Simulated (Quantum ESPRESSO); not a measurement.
## AlN (F-43m): a mode Grüneisen parameter, worked out

Aim: the Grüneisen parameter and the pressure coefficient of an optical mode of AlN (F-43m).

Program: Quantum ESPRESSO 7.5. Level of theory: DFT PBE, scalar-relativistic, plane waves, PseudoDojo norm-conserving pseudopotentials. Results are calculated unless marked as measured.

## (1) The relaxed structure

Symmetry: F-43m, No. 216, cubic system. Conventional cell: a = 4.400 Å, b = 4.400 Å, c = 4.400 Å, α = 90.00°, β = 90.00°, γ = 90.00°. Al has 4 N at 1.91 Å nearest. Nearest to N lie 4 Al at 1.91 Å. Farther neighbours and most contacts between anions are not listed.

As a file:

```cif
data_structure
_symmetry_space_group_name_H-M 'F-43m'
_symmetry_Int_Tables_number 216
_cell_length_a 4.4003
_cell_length_b 4.4003
_cell_length_c 4.4003
_cell_angle_alpha 90.000
_cell_angle_beta 90.000
_cell_angle_gamma 90.000
_cell_volume 85.20
loop_
_atom_site_label
_atom_site_type_symbol
_atom_site_symmetry_multiplicity
_atom_site_Wyckoff_symbol
_atom_site_fract_x
_atom_site_fract_y
_atom_site_fract_z
_atom_site_occupancy
Al1 Al 4 a 0.00000 0.00000 0.00000 1
N1 N 4 c 0.75000 0.25000 0.75000 1
```

This is the cell after its relaxation at this level of theory, not the database cell from which that began.

## (2) Runs at several volumes

The relaxed cell is scaled uniformly; in this structure symmetry fixes all atoms, so nothing has to be relaxed anew. Each volume gets a ground state and a response at Γ. The mode followed is the highest one without the macroscopic field, of symmetry T2; longitudinal polar modes lie higher. Cutoff 92 Ry, k mesh 12×12×12.

From the response at V/V₀ = 0.94:

Log:

```text
[banners, grids, parts of the stress and lines that vanish by symmetry left out]
Program PHONON v.7.5
     Reading xml data from directory:

[...]
Exchange-correlation= PBE
                           (   1   4   3   4   0   0   0)
[...]
kinetic-energy cut-off    =      92.0000  Ry
     charge density cut-off    =     368.0000  Ry
     convergence threshold     =      1.0E-18
[...]
Exchange-correlation= PBE
                           (   1   4   3   4   0   0   0)
[...]
q = (   0.0000000   0.0000000   0.0000000 )
     25 Sym.Ops. (with q -> -q+G )
     G cutoff =  309.2530  (  16145 G-vectors)     FFT grid: ( 36, 36, 36)
     number of k points=    72
[...]
Mode symmetry, T_d (-43m)  point group:
[...]
Dielectric constant
[...]
End of electric fields calculation
          Dielectric constant in cartesian axis
          (       4.472909100       0.000000000       0.000000000 )
          (       0.000000000       4.472909100       0.000000000 )
          (       0.000000000      -0.000000000       4.472909100 )
          Effective charges (d Force / dE) in cartesian axis without acoustic sum rule applied (asr)
           atom    1  Al    Mean Z*:        2.51781
      Ex  (        2.51781       -0.00000       -0.00000 )
      Ey  (       -0.00000        2.51781        0.00000 )
      Ez  (       -0.00000        0.00000        2.51781 )
           atom    2  N     Mean Z*:       -2.51767
      Ex  (       -2.51767       -0.00000       -0.00000 )
      Ey  (        0.00000       -2.51767       -0.00000 )
      Ez  (       -0.00000       -0.00000       -2.51767 )
          Effective charges Sum: Mean:        0.00015
[...]
Effective charges (d Force / dE) in cartesian axis with asr applied:
           atom    1  Al    Mean Z*:        2.51774
[...]
atom    2  N     Mean Z*:       -2.51774
[...]
Representation #   1 modes #   1   2   3
[...]
End of self-consistent calculation
     Convergence has been achieved
     Representation #   2 modes #   4   5   6
[...]
End of self-consistent calculation
     Convergence has been achieved
[...]
Dielectric constant in cartesian axis
          (       4.472909100       0.000000000       0.000000000 )
          (       0.000000000       4.472909100       0.000000000 )
          (       0.000000000      -0.000000000       4.472909100 )
          Effective charges (d Force / dE) in cartesian axis without acoustic sum rule applied (asr)
           atom    1  Al    Mean Z*:        2.51781
      Ex  (        2.51781       -0.00000       -0.00000 )
      Ey  (       -0.00000        2.51781        0.00000 )
      Ez  (       -0.00000        0.00000        2.51781 )
           atom    2  N     Mean Z*:       -2.51767
      Ex  (       -2.51767       -0.00000       -0.00000 )
      Ey  (        0.00000       -2.51767       -0.00000 )
      Ez  (       -0.00000       -0.00000       -2.51767 )
          Effective charges Sum: Mean:        0.00015
[...]
Effective charges (d Force / dE) in cartesian axis with asr applied:
           atom    1  Al    Mean Z*:        2.51774
[...]
atom    2  N     Mean Z*:       -2.51774
[...]
q = (    0.000000000   0.000000000   0.000000000 )
[...]
freq (    1) =       0.034646 [THz] =       1.155659 [cm-1]
     freq (    2) =       0.034646 [THz] =       1.155659 [cm-1]
     freq (    3) =       0.034646 [THz] =       1.155659 [cm-1]
     freq (    4) =      21.048014 [THz] =     702.086174 [cm-1]
     freq (    5) =      21.048014 [THz] =     702.086174 [cm-1]
     freq (    6) =      21.048014 [THz] =     702.086174 [cm-1]
[...]
Mode symmetry, T_d (-43m)  point group:
     freq (   1-   3) =          1.2  [cm-1]   --> T_2  G_15 P_4   I+R
     freq (   4-   6) =        702.1  [cm-1]   --> T_2  G_15 P_4   I+R

   JOB DONE.
```

One volume, V/V₀ = 1.03, is held back as a test.

```csv
V/V₀,volume (Å³/atom),pressure (GPa),ω (cm⁻¹)
0.94,10.011,13.50,702.09
0.97,10.331,6.26,671.44
1,10.650,0.02,642.56
1.03,10.970,-5.36,held back
1.06,11.290,-10.01,589.57
```

## (3) The fit

The mode Grüneisen parameter is γ = −d ln ω / d ln V.

```csv
ln(V/V₀),ln ω
-0.0619,6.5541
-0.0305,6.5094
0.0000,6.4655
0.0583,6.3794
```

A straight line through these points has the slope -1.455, so γ = 1.46; at V/V₀ = 1.03 it predicts ω = exp(6.4647 − 0.0430) = 615.03 cm⁻¹.

A parabola of pressure against ln V through V/V₀ = 0.97, 1 and 1.03 gives the bulk modulus B = −dP/d ln V = 193 GPa at V₀. With ω₀ from the fitted line the pressure coefficient follows as dω/dP = γ ω₀ / B = 1.46 × 642.1 / 193 = 4.83 cm⁻¹/GPa.

## (4) The run that was held back

Log:

```text
[banners, grids, parts of the stress and lines that vanish by symmetry left out]
[banner, memory and clock lines left out]
Program PHONON v.7.5

[...]
Exchange-correlation= PBE
                           (   1   4   3   4   0   0   0)
[...]
kinetic-energy cut-off    =      92.0000  Ry
     charge density cut-off    =     368.0000  Ry
     convergence threshold     =      1.0E-18
[...]
Exchange-correlation= PBE
                           (   1   4   3   4   0   0   0)
[...]
q = (   0.0000000   0.0000000   0.0000000 )
     25 Sym.Ops. (with q -> -q+G )
     G cutoff =  328.6903  (  17573 G-vectors)     FFT grid: ( 40, 40, 40)
     number of k points=    72
[...]
Mode symmetry, T_d (-43m)  point group:
[...]
Dielectric constant
[...]
End of electric fields calculation
          Dielectric constant in cartesian axis
          (       4.643577605      -0.000000000      -0.000000000 )
          (      -0.000000000       4.643577605      -0.000000000 )
          (      -0.000000000       0.000000000       4.643577605 )
          Effective charges (d Force / dE) in cartesian axis without acoustic sum rule applied (asr)
           atom    1  Al    Mean Z*:        2.53077
      Ex  (        2.53077       -0.00000        0.00000 )
      Ey  (       -0.00000        2.53077       -0.00000 )
      Ez  (        0.00000       -0.00000        2.53077 )
           atom    2  N     Mean Z*:       -2.53061
      Ex  (       -2.53061        0.00000       -0.00000 )
      Ey  (       -0.00000       -2.53061        0.00000 )
      Ez  (       -0.00000        0.00000       -2.53061 )
[...]
Representation #   1 modes #   1   2   3
[...]
End of self-consistent calculation
     Convergence has been achieved
     Representation #   2 modes #   4   5   6
[...]
End of self-consistent calculation
     Convergence has been achieved
[...]
Dielectric constant in cartesian axis
          (       4.643577605      -0.000000000      -0.000000000 )
          (      -0.000000000       4.643577605      -0.000000000 )
          (      -0.000000000       0.000000000       4.643577605 )
          Effective charges (d Force / dE) in cartesian axis without acoustic sum rule applied (asr)
           atom    1  Al    Mean Z*:        2.53077
      Ex  (        2.53077       -0.00000        0.00000 )
      Ey  (       -0.00000        2.53077       -0.00000 )
      Ez  (        0.00000       -0.00000        2.53077 )
           atom    2  N     Mean Z*:       -2.53061
      Ex  (       -2.53061        0.00000       -0.00000 )
      Ey  (       -0.00000       -2.53061        0.00000 )
      Ez  (       -0.00000        0.00000       -2.53061 )
          Effective charges Sum: Mean:        0.00016
[...]
Effective charges (d Force / dE) in cartesian axis with asr applied:
           atom    1  Al    Mean Z*:        2.53069
[...]
atom    2  N     Mean Z*:       -2.53069
[...]
q = (    0.000000000   0.000000000   0.000000000 )
[...]
freq (    1) =       0.028384 [THz] =       0.946783 [cm-1]
     freq (    2) =       0.028384 [THz] =       0.946783 [cm-1]
     freq (    3) =       0.028384 [THz] =       0.946783 [cm-1]
     freq (    4) =      18.446863 [THz] =     615.321129 [cm-1]
     freq (    5) =      18.446863 [THz] =     615.321129 [cm-1]
     freq (    6) =      18.446863 [THz] =     615.321129 [cm-1]
[...]
Mode symmetry, T_d (-43m)  point group:
     freq (   1-   3) =          0.9  [cm-1]   --> T_2  G_15 P_4   I+R
     freq (   4-   6) =        615.3  [cm-1]   --> T_2  G_15 P_4   I+R
```

It gives 615.32 cm⁻¹ against the predicted 615.03 cm⁻¹, a miss of 0.3 cm⁻¹.

## (5) Summary of results

```
mode Grüneisen parameter : 1.455
bulk modulus             : 193 GPa
pressure coefficient     : 4.83 cm⁻¹/GPa
```

In words: The highest optical mode of AlN (F-43m) without the LO-TO term stiffens by 4.83 cm⁻¹ a GPa near the relaxed volume, with γ = 1.46. The power law meets all 5 runs within 0.08 %; between neighbouring volumes γ runs from 1.42 to 1.49. Such a coefficient turns a measured shift of this mode into a hydrostatic stress; uniaxial or biaxial stress splits the mode and needs deformation potentials. These are harmonic values at zero temperature for the structure held cubic, which a run at Γ can't show to be stable; the bulk modulus rests on three points.

[Host names and launcher messages were left out of these logs when they were recorded.]

[Logs are printed without paths, hosts, clocks, repeated set-up lines and the standing remarks that a program may print on its own settings, such as how far it seeks lower states.]

[Hosts, paths, dates, database ids (printed as entryN), source tags and the programs' standing remarks are cut or masked in the printed files.]
